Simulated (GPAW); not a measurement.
# Near-edge structure at the Nb L₃ edge of NbAl3 (I4/mmm), part 2 of 3

Aim: the near-edge shape at the Nb L₃ edge of NbAl3 (I4/mmm), and what the core hole does to it.

GPAW 26.7.0; X-ray absorption from dipole matrix elements to empty bands, plane-wave PAW LDA.

So far. Step 2 (The field without a hole): The mesh shows no gap, so the system is treated as a metal and the core electron is put at the Fermi level (neutral cell). Step 3 (Spectrum without a core hole, Nb atom 1): Main maxima below 30 eV (height): 1.4 eV (2.26) and 3.8 eV (1.87). At an L edge the dipole rule selects empty d (and weakly s) states on the absorber, and the strong line at the onset measures the empty part of its d band.

### 5. Spectrum with XCH, Nb atom 1

The holes are 5.4 Å apart. In GPAW the data set carries the hole's charge, so charge=0 means a charged cell and charge=-1 a neutral one. The excited electron is kept in the cell, where it fills the lowest empty states and screens the hole. After the field has converged, empty bands are computed with the density fixed and the dipole matrix elements are summed.

Input file xas.py:

```python
import numpy as np
from ase import Atoms
from ase.parallel import parprint, paropen
from gpaw import GPAW, PW, FermiDirac, Mixer, MixerDif, setup_paths
from gpaw.test import gen
setup_paths.insert(0, '.')
gen('Nb', name='fch2p', xcname='LDA', corehole=(2, 1, 1), write_xml=True)
from gpaw.mpi import world
world.barrier()

atoms = Atoms('Nb4Al12',
    cell=[[3.83396585, -3.83396585, 0],
     [-3.83396585, -3.83396585, 0],
     [0, 3.83396585, -8.58490071]],
    scaled_positions=[[0, 0, 0],
     [0.75, 0.25, 0.5],
     [0.5, 0.5, 0],
     [0.25, 0.75, 0.5],
     [0.125, 0.625, 0.75],
     [0.875, 0.875, 0.25],
     [0.625, 0.125, 0.75],
     [0.375, 0.375, 0.25],
     [0.625, 0.625, 0.75],
     [0.375, 0.875, 0.25],
     [0.125, 0.125, 0.75],
     [0.875, 0.375, 0.25],
     [0.75, 0.75, 0.5],
     [0.5, 0, 0],
     [0.25, 0.25, 0.5],
     [0, 0.5, 0]],
    pbc=True)
atoms.calc = calc = GPAW(legacy_gpaw=True, mode=PW(430, force_complex_dtype=True), xc='LDA', setups={0: 'fch2p'},
    kpts={'size': (4, 4, 4), 'gamma': True}, occupations=FermiDirac(0.1),
    charge=-1, mixer=Mixer(0.1, 5, 50), maxiter=150,
    convergence={'density': 0.0001, 'eigenstates': 1e-6}, txt='scf.txt')
energy = atoms.get_potential_energy() + calc.get_reference_energy()
ef = calc.get_fermi_level()
out = dict(energy=energy, fermi=ef, forces=atoms.get_forces().tolist())
parprint(f'all-electron energy {energy:.4f} eV, Fermi level {ef:.4f} eV')
ev = np.array([[calc.get_eigenvalues(k, s) for k in range(len(calc.get_ibz_k_points()))] for s in range(calc.get_number_of_spins())])
out['homo'], out['lumo'], out['counts'] = ev[ev < ef].max(), ev[ev > ef].min(), sorted(set((ev < ef).sum((0, 2)).tolist()))
out['filled'] = (ev[:, 0] < ef).sum(1).tolist()

from ase.units import Ha
from gpaw.xas import dipole_matrix_elements
nb = int(calc.get_number_of_electrons() / 2) + 173
top, nb = nb, nb + 8 + nb // 12
nscf = calc.fixed_density(kpts={'size': (4, 4, 4), 'gamma': True}, nbands=nb,
    convergence={'bands': top, 'eigenstates': 5e-3}, maxiter=60, txt='nscf.txt')
cell = atoms.cell.array
ops = [cell.T @ U.T @ np.linalg.inv(cell.T) for U in nscf.wfs.kd.symmetry.op_scc]
E = np.arange(-6, 34, 0.1)
fwhm = np.interp(E, [4, 25], [1.66, 3.5])
Y, X, zero, highest = 0, 0, 1e9, 1e9
for spin in range(nscf.get_number_of_spins()):
    wfs = nscf.wfs
    mine = wfs.bd.get_slice()  # this rank's bands
    A = dipole_matrix_elements(wfs.setups[0])
    eps = np.zeros((wfs.kd.nibzkpts, nb))
    d = np.zeros((3, A.shape[1], wfs.kd.nibzkpts, nb), complex)
    for kpt in wfs.kpt_u:
        if kpt.s == spin and 0 in kpt.P_ani:
            eps[kpt.k, mine] = kpt.eps_n * Ha
            d[:, :, kpt.k, mine] = (kpt.weight * wfs.nspins / 2) ** 0.5 * np.inner(A, kpt.P_ani[0])
    world.sum(eps)
    world.sum(d)
    T = np.einsum('amkn,bmkn->abkn', d, d.conj()).real
    T = sum(np.einsum('ai,ijkn,bj->abkn', R, T, R) for R in ops) / len(ops)
    empty = eps > ef
    zero, highest = min(zero, eps[empty].min()), min(highest, eps[:, top - 1].min())
    lines = [(eps, T, empty)] if spin == 0 else lines + [(eps, T, empty)]
for eps, T, empty in lines:
    f = np.einsum('aakn->akn', T).reshape(3, -1)
    x = eps.ravel() - zero
    w = np.interp(x, E, fwhm) / 2.35482
    g = np.exp(-0.5 * ((E[:, None] - x) / w) ** 2) / (w * (2 * np.pi) ** 0.5)
    Y = Y + (f * empty.ravel()) @ g.T
    X = X + (f * ~empty.ravel()) @ g.T
out.update(E=E.round(2).tolist(), xas=Y.tolist(), xes=X.tolist(), zero=zero, valid=highest - zero, nk=len(eps), nb=nb)
for i in range(0, len(E), 10):
    parprint(f'{E[i]:7.2f}', *(f'{v:10.3e}' for v in Y[:, i]))
import json
with paropen('out.json', 'w') as f:
    json.dump(out, f)
```

The run is started by

```sh
> OMP_NUM_THREADS=1 mpirun -n 4 gpaw python xas.py
```

Numbers of over 12 decimals in the logs are rounded to 6 here.

Output:

```text
Input parameters:
  charge: -1
  convergence: {density: 0.0001,
                eigenstates: 1e-06}
  kpts: {gamma: True,
         size: (4, 4, 4)}
  maxiter: 150
  mixer: {backend: pulay,
          beta: 0.1,
          method: separate,
          nmaxold: 5,
          weight: 50}
  mode: {ecut: 430.0,
         force_complex_dtype: True,
         name: pw}
  occupations: {fixmagmom: False,
                name: fermi-dirac,
                width: 0.1}
  setups: {0: fch2p}

Initialize ...

[... PAW data sets ...]

Reference energy: -491724.508095  # eV

Spin-paired calculation

[... convergence settings ...]
Symmetries present (total): 16
  [... symmetry matrices ...]

64 k-points: 4 x 4 x 4 Monkhorst-Pack grid + [1/8,1/8,1/8]
13 k-points in the irreducible part of the Brillouin zone
       k-points in crystal coordinates                weights
   0:     0.00000000    0.00000000    0.00000000          1/64
   1:     0.00000000    0.00000000    0.25000000          2/64
   2:     0.00000000    0.00000000    0.50000000          1/64
   3:     0.25000000    0.00000000    0.00000000          8/64
   4:     0.25000000    0.00000000    0.50000000          8/64
   5:     0.25000000    0.25000000   -0.25000000          4/64
   6:     0.25000000    0.25000000    0.25000000          4/64
   7:     0.25000000    0.25000000    0.50000000          8/64
   8:     0.50000000    0.00000000    0.25000000          4/64
   9:     0.50000000    0.00000000    0.50000000          4/64
          ...
  12:     0.50000000    0.50000000    0.50000000          2/64

Wave functions: Plane wave expansion
  Cutoff energy: 430.000 eV
  Number of coefficients (min, max): 5058, 5125
  Pulay-stress correction: 0.000000 eV/Ang^3 (de/decut=0.000000)
  Using FFTW library
  Wavefunction extrapolation:
    Improved wavefunction reuse through dual PAW basis

Occupation numbers: Fermi-Dirac:
  width: 0.1000  # eV

Eigensolver
   Davidson(niter=2)

Densities:
  Coarse grid: 45*45*45 grid
  Fine grid: 90*90*90 grid
  Total Charge: 0.000000

Density mixing:
  Method: separate
  Backend: pulay
  Linear mixing parameter: 0.1
  old densities: 5
  Width of damping distribution: 1.1
  Damping of long wavelength oscillations: 50

[... Hamiltonian set-up ...]
Number of atoms: 16
Number of atomic orbitals: 100
Number of bands in calculation: 58
Number of valence electrons: 89
Bands to converge: occupied

... initialized

Initializing position-dependent things.

Density initialized from atomic densities
Creating initial wave functions:
  58 bands from LCAO basis set

               Nb
         Al        Al
             Nb

              Al
        Al     AlAl
         Nb Al     Nb
             Al Al
           Al       Al
              Al

Atomic positions and initial magnetic moments

Positions:
   0 Nb     0.000000    0.000000    0.000000    ( 0.0000,  0.0000,  0.0000)
   1 Nb     1.916983   -1.916983   -4.292450    ( 0.0000,  0.0000,  0.0000)
   2 Nb     0.000000   -3.833966    0.000000    ( 0.0000,  0.0000,  0.0000)
   3 Nb    -1.916983   -1.916983   -4.292450    ( 0.0000,  0.0000,  0.0000)
   4 Al    -1.916983    0.000000   -6.438676    ( 0.0000,  0.0000,  0.0000)
   5 Al     0.000000   -5.750949   -2.146225    ( 0.0000,  0.0000,  0.0000)
   6 Al     1.916983    0.000000   -6.438676    ( 0.0000,  0.0000,  0.0000)
[...]
13 Al     1.916983   -1.916983    0.000000    ( 0.0000,  0.0000,  0.0000)
  14 Al     0.000000    0.000000   -4.292450    ( 0.0000,  0.0000,  0.0000)
  15 Al    -1.916983   -1.916983    0.000000    ( 0.0000,  0.0000,  0.0000)

Unit cell:
           periodic     x           y           z      points  spacing
  1. axis:    yes    3.833966   -3.833966    0.000000    45     0.1149
  2. axis:    yes   -3.833966   -3.833966    0.000000    45     0.1149
  3. axis:    yes    0.000000    3.833966   -8.584901    45     0.1908

[...]
iter:  12  -111.160713c  -4.70  -2.86
iter:  13  -111.160451c  -4.87  -3.04
iter:  14  -111.160395c  -4.81  -3.26
iter:  15  -111.160403c  -5.60  -3.58
iter:  16  -111.160395c  -6.26c -3.80
iter:  17  -111.160397c  -6.66c -3.95
iter:  18  -111.160397c  -6.99c -4.07c

Converged after 18 iterations.

Dipole moment: (-0.000000, 0.000000, 0.000000) |e|*Ang

Energy contributions relative to reference atoms: (reference = -491724.508095)

Kinetic:        +61.852733
Potential:      -52.913349
External:        +0.000000
XC:            -119.888843
Entropy (-ST):   -0.118140
Local:           -0.151868
SIC:             +0.000000
--------------------------
Free energy:   -111.219466
Extrapolated:  -111.160397

Showing only first 2 kpts
 Kpt  Band  Eigenvalues  Occupancy
  0    42      8.33752    1.99465
  0    43      8.36385    1.99304
  0    44      8.36385    1.99304
  0    45      8.82095    1.49556

  1    42      8.32277    1.99538
  1    43      8.76566    1.67497
  1    44      8.76566    1.67497
[...]
Fermi level: 8.92963

No gap
No difference between direct/indirect transitions

Forces in eV/Ang:
  0 Nb    0.00000   -0.00000    0.00000
  1 Nb    0.00000    0.00000   -0.00000
  2 Nb    0.00000   -0.00000    0.00000
  3 Nb    0.00000    0.00000    0.00000
  4 Al   -0.04436    0.00000   -0.08370
  5 Al    0.00000   -0.04436    0.08370
  6 Al    0.04436    0.00000   -0.08370
[...]
13 Al   -0.00000   -0.00000    0.00000
 14 Al   -0.00000    0.00000    0.06624
 15 Al    0.00000   -0.00000    0.00000
Scalar-relativistic atomic LDA calculation for Nb (Niobium, Z=41)
Core hole in 2p state (2p occupation: 5.0)
750 radial gridpoints.
|------------------------------------------------|
|------------------------------------------------|
[... the atom generator's iteration count ...]

Energy contributions:
-------------------------
Kinetic:    +3834.748625
XC:          -110.463744
Potential:  -7450.550869
-------------------------
Total:      -3726.265988

state      eigenvalue         ekin         rmax
-----------------------------------------------
1s^2.0 :  -695.509026   875.489633        0.024
2s^2.0 :   -99.981726   179.335408        0.133
2p^5.0 :   -90.163761   173.145054        0.106
3s^2.0 :   -17.404259    47.824774        0.391
3p^6.0 :   -14.083798    44.572625        0.382
3d^10.0:    -8.600976    40.072350        0.322
4s^2.0 :    -2.669033    10.970190        0.999
4p^6.0 :    -1.758002     8.941794        1.076
4d^4.0 :    -0.486098     4.604147        1.348
5s^1.0 :    -0.406661     1.556746        2.750
5p^0.0 :    -0.251872     1.010601        3.376
-----------------------------------------------
(units: Bohr and Hartree)

Generating PAW setup
Kinetic energy of the core from tauc = 3809.567200
Cutoffs:
rc(s)=2.500
rc(p)=2.500
rc(d)=2.350
rc(vbar)=2.410
rc(comp)=2.400
rc(nct)=2.500

Kinetic energy of the core states: 3739.184151
Charge: 1.0
Core electrons: 27.0
Valence electrons: 13.0
Pseudo-core charge: 0.000259
Shape function alpha=1.736
Pseudo-electron charge 6.179870
state    eigenvalue         norm
--------------------------------
4s(2) :    -2.669033     0.376689
5s(1) :    -0.406661     0.988049
4p(6) :    -1.758002     0.308854
5p(0) :    -0.251872     0.970220
4d(4) :    -0.486098     0.646265
*d    :     0.513902
--------------------------------

Diagonalizing with gridspacing h=0.050

state   all-electron     PAW
-------------------------------
4s:      -2.669033    -2.669484
4p:      -1.758002    -1.758878
4d:      -0.486098    -0.486625
*f:                   -0.027948
-------------------------------
<dir> UserWarning: Initial realspace grid (27,27,45) inconsistent with symmetries.
  warnings.warn(
<dir> UserWarning: Initial realspace grid (27,27,45) inconsistent with symmetries.
  warnings.warn(
<dir> UserWarning: Using symmetrized grid: (45,45,45).

  warnings.warn('Using symmetrized grid: ({},{},{}).\n'.format(*N_c))
<dir> UserWarning: Initial realspace grid (27,27,45) inconsistent with symmetries.
  warnings.warn(
<dir> UserWarning: Initial realspace grid (27,27,45) inconsistent with symmetries.
  warnings.warn(
<dir> UserWarning: Using symmetrized grid: (45,45,45).

  warnings.warn('Using symmetrized grid: ({},{},{}).\n'.format(*N_c))
<dir> UserWarning: Using symmetrized grid: (45,45,45).

  warnings.warn('Using symmetrized grid: ({},{},{}).\n'.format(*N_c))
<dir> UserWarning: Using symmetrized grid: (45,45,45).

  warnings.warn('Using symmetrized grid: ({},{},{}).\n'.format(*N_c))
all-electron energy -491835.6685 eV, Fermi level 8.9296 eV
[...]
31.00  1.234e-05  1.234e-05  1.207e-05
  32.00  1.218e-05  1.218e-05  1.224e-05
  33.00  1.166e-05  1.166e-05  1.239e-05
```

The job ended after 2.6 min (4 MPI ranks of Intel Xeon Platinum 8488C (Sapphire Rapids), shared host; peak memory 0.59 GiB).

The Nb L₃ spectrum, Nb atom 1, excited-electron core hole (neutral cell) (energy from the lowest empty level; intensity scaled to a mean of 1 over the first 20 eV; polarised curves are means over the symmetry-equivalent atoms):

```csv
E (eV),isotropic,ε ⊥ c,ε ∥ c
-2.0,0.01,0.01,0.00
-1.5,0.06,0.07,0.04
-1.0,0.27,0.31,0.20
-0.5,0.88,0.99,0.68
0.0,1.85,2.02,1.52
0.5,2.63,2.78,2.32
1.0,2.70,2.77,2.55
1.5,2.24,2.24,2.25
2.0,1.91,1.87,2.00
2.5,1.91,1.83,2.07
3.0,1.97,1.85,2.23
3.5,1.86,1.71,2.17
4.0,1.58,1.46,1.83
4.5,1.27,1.20,1.40
5.0,1.05,1.03,1.07
5.5,0.99,1.02,0.94
6.0,1.03,1.09,0.93
6.5,1.07,1.14,0.93
7.0,1.03,1.11,0.89
7.5,0.95,1.01,0.84
8.0,0.87,0.91,0.81
8.5,0.81,0.82,0.79
9.0,0.74,0.74,0.76
9.5,0.69,0.67,0.72
10.0,0.66,0.64,0.69
10.5,0.66,0.65,0.69
11.0,0.68,0.67,0.69
11.5,0.69,0.68,0.69
12.0,0.68,0.67,0.68
12.5,0.64,0.64,0.65
13.0,0.61,0.61,0.61
13.5,0.58,0.58,0.57
14.0,0.57,0.58,0.54
14.5,0.57,0.59,0.53
15.0,0.58,0.61,0.52
15.5,0.58,0.61,0.51
16.0,0.57,0.60,0.51
16.5,0.55,0.58,0.50
17.0,0.53,0.55,0.50
17.5,0.51,0.52,0.50
18.0,0.49,0.49,0.50
18.5,0.48,0.47,0.49
19.0,0.46,0.45,0.48
19.5,0.44,0.43,0.47
20.0,0.43,0.41,0.45
20.5,0.41,0.39,0.43
21.0,0.39,0.37,0.41
21.5,0.37,0.35,0.39
22.0,0.35,0.34,0.37
22.5,0.33,0.32,0.35
23.0,0.32,0.31,0.33
23.5,0.31,0.30,0.32
24.0,0.30,0.29,0.31
24.5,0.30,0.30,0.31
25.0,0.31,0.30,0.32
25.5,0.32,0.31,0.33
26.0,0.34,0.33,0.35
26.5,0.37,0.36,0.39
27.0,0.41,0.40,0.43
27.5,0.46,0.45,0.49
28.0,0.52,0.51,0.54
28.5,0.58,0.57,0.60
29.0,0.64,0.63,0.65
29.5,0.68,0.68,0.69
30.0,0.72,0.72,0.71
30.5,0.74,0.74,0.73
31.0,0.75,0.75,0.74
```

Main maxima below 30 eV (height): 0.8 eV (2.77), 3.0 eV (1.97) and 6.6 eV (1.07). 

### 6. Spectrum with FCH, Nb atom 1

The holes are 5.4 Å apart. In GPAW the data set carries the hole's charge, so charge=0 means a charged cell and charge=-1 a neutral one. The excited electron is left out and a uniform background balances the charge. After the field has converged, empty bands are computed with the density fixed and the dipole matrix elements are summed.

Changed against the first core-hole run: core hole to FCH.

xas.py, as its differences from that of step 5:

```diff
@@ -33,3 +33,3 @@
     kpts={'size': (4, 4, 4), 'gamma': True}, occupations=FermiDirac(0.1),
-    charge=-1, mixer=Mixer(0.1, 5, 50), maxiter=150,
+    charge=0, mixer=Mixer(0.1, 5, 50), maxiter=150,
     convergence={'density': 0.0001, 'eigenstates': 1e-6}, txt='scf.txt')
```

Output:

```text
Input parameters:
  convergence: {density: 0.0001,
                eigenstates: 1e-06}
  kpts: {gamma: True,
         size: (4, 4, 4)}
  maxiter: 150
  mixer: {backend: pulay,
          beta: 0.1,
          method: separate,
          nmaxold: 5,
          weight: 50}
  mode: {ecut: 430.0,
         force_complex_dtype: True,
         name: pw}
  occupations: {fixmagmom: False,
                name: fermi-dirac,
[...]
warnings.warn('Using symmetrized grid: ({},{},{}).\n'.format(*N_c))
<dir> UserWarning: Using symmetrized grid: (45,45,45).

  warnings.warn('Using symmetrized grid: ({},{},{}).\n'.format(*N_c))
<dir> UserWarning: Using symmetrized grid: (45,45,45).

  warnings.warn('Using symmetrized grid: ({},{},{}).\n'.format(*N_c))
all-electron energy -491844.4100 eV, Fermi level 8.4740 eV
[...]
32.00  1.223e-05  1.223e-05  1.217e-05
  33.00  1.178e-05  1.178e-05  1.234e-05
[key lines of the parts left out:]
Converged after 17 iterations.
Dipole moment: (-0.000000, 0.000000, 0.000000) |e|*Ang
Free energy:   -119.943841
Fermi level: 8.47401
```

The job ended after 2.6 min (4 MPI ranks; peak memory 0.59 GiB).

```csv
E (eV),first run,this run
-2.0,0.01,0.01
-1.0,0.27,0.22
0.0,1.85,1.66
1.0,2.70,2.79
2.0,1.91,1.94
3.0,1.97,1.90
4.0,1.58,1.67
5.0,1.05,1.09
6.0,1.03,0.97
7.0,1.03,1.03
8.0,0.87,0.89
9.0,0.74,0.75
10.0,0.66,0.65
11.0,0.68,0.65
12.0,0.68,0.67
13.0,0.61,0.61
14.0,0.57,0.56
15.0,0.58,0.56
16.0,0.57,0.56
17.0,0.53,0.53
18.0,0.49,0.49
19.0,0.46,0.46
20.0,0.43,0.43
21.0,0.39,0.39
22.0,0.35,0.35
23.0,0.32,0.32
24.0,0.30,0.30
25.0,0.31,0.30
26.0,0.34,0.32
27.0,0.41,0.38
28.0,0.52,0.48
29.0,0.64,0.60
30.0,0.72,0.69
31.0,0.75,0.74
```

Against the first run the r.m.s. difference is 5 %. The highest intensity below 24 eV goes from 0.8 eV (2.77) to 1.0 eV (2.79).

The photon energy of the zero moves by -0.06 eV.

### 7. Reference energy of the supercell

The cutoff changes for the next run, so it gets a reference energy of its own.

Input file scf.py:

```python
import numpy as np
from ase import Atoms
from ase.parallel import parprint, paropen
from gpaw import GPAW, PW, FermiDirac, Mixer, MixerDif, setup_paths
from gpaw.test import gen
setup_paths.insert(0, '.')
gen('Nb', name='nch2p', xcname='LDA', corehole=(2, 1, 0), write_xml=True)
from gpaw.mpi import world
world.barrier()

atoms = Atoms('Nb4Al12',
    cell=[[3.83396585, -3.83396585, 0],
     [-3.83396585, -3.83396585, 0],
     [0, 3.83396585, -8.58490071]],
    scaled_positions=[[0, 0, 0],
     [0.75, 0.25, 0.5],
     [0.5, 0.5, 0],
     [0.25, 0.75, 0.5],
     [0.125, 0.625, 0.75],
     [0.875, 0.875, 0.25],
     [0.625, 0.125, 0.75],
     [0.375, 0.375, 0.25],
     [0.625, 0.625, 0.75],
     [0.375, 0.875, 0.25],
     [0.125, 0.125, 0.75],
     [0.875, 0.375, 0.25],
     [0.75, 0.75, 0.5],
     [0.5, 0, 0],
     [0.25, 0.25, 0.5],
     [0, 0.5, 0]],
    pbc=True)
atoms.calc = calc = GPAW(legacy_gpaw=True, mode=PW(600, force_complex_dtype=True), xc='LDA', setups={0: 'nch2p'},
    kpts={'size': (4, 4, 4), 'gamma': True}, occupations=FermiDirac(0.1),
    charge=0, mixer=Mixer(0.1, 5, 50), maxiter=150,
    convergence={'density': 0.0001, 'eigenstates': 1e-6}, txt='scf.txt')
energy = atoms.get_potential_energy() + calc.get_reference_energy()
ef = calc.get_fermi_level()
out = dict(energy=energy, fermi=ef, forces=atoms.get_forces().tolist())
parprint(f'all-electron energy {energy:.4f} eV, Fermi level {ef:.4f} eV')
ev = np.array([[calc.get_eigenvalues(k, s) for k in range(len(calc.get_ibz_k_points()))] for s in range(calc.get_number_of_spins())])
out['homo'], out['lumo'], out['counts'] = ev[ev < ef].max(), ev[ev > ef].min(), sorted(set((ev < ef).sum((0, 2)).tolist()))
out['filled'] = (ev[:, 0] < ef).sum(1).tolist()
import json
with paropen('out.json', 'w') as f:
    json.dump(out, f)
```

The run is started by

```sh
> OMP_NUM_THREADS=1 mpirun -n 4 gpaw python scf.py
```

Output:

```text
Input parameters:
  convergence: {density: 0.0001,
                eigenstates: 1e-06}
  kpts: {gamma: True,
         size: (4, 4, 4)}
  maxiter: 150
  mixer: {backend: pulay,
          beta: 0.1,
          method: separate,
          nmaxold: 5,
          weight: 50}
  mode: {ecut: 600.0,
         force_complex_dtype: True,
         name: pw}
  occupations: {fixmagmom: False,
                name: fermi-dirac,
[...]
<dir> UserWarning: Initial realspace grid (32,32,54) inconsistent with symmetries.
  warnings.warn(
<dir> UserWarning: Initial realspace grid (32,32,54) inconsistent with symmetries.
  warnings.warn(
<dir> UserWarning: Using symmetrized grid: (54,54,54).

  warnings.warn('Using symmetrized grid: ({},{},{}).\n'.format(*N_c))
<dir> UserWarning: Using symmetrized grid: (54,54,54).

  warnings.warn('Using symmetrized grid: ({},{},{}).\n'.format(*N_c))
all-electron energy -494225.9117 eV, Fermi level 8.7302 eV
[key lines of the parts left out:]
Converged after 14 iterations.
Dipole moment: (-0.000000, 0.000000, 0.000000) |e|*Ang
Free energy:   -102.772785
Fermi level: 8.73015
```

It took 81 s on 4 MPI ranks; peak memory 0.53 GiB.

Reference energy: -494225.912 eV with the cores included.

(Part 2 of 3 ends here.)

[Banner, clock and machine lines of the logs are left out without a mark of their own.]

[Logs are printed without paths, hosts, clocks, repeated set-up lines and the standing remarks that a program may print on its own settings, such as how far it seeks lower states.]

[Hosts, paths, dates, database ids (printed as entryN), source tags and the programs' standing remarks are cut or masked in the printed files.]

[Lists of maxima count a maximum above −3 eV only where it reaches 4 % of the highest in the window and stands out from its surroundings by 2 % of it (1.5 % where it reaches 55 %); shoulders and weaker maxima are passed over, and of the rest the first, up to two pre-edge ones and the few strongest are named.]
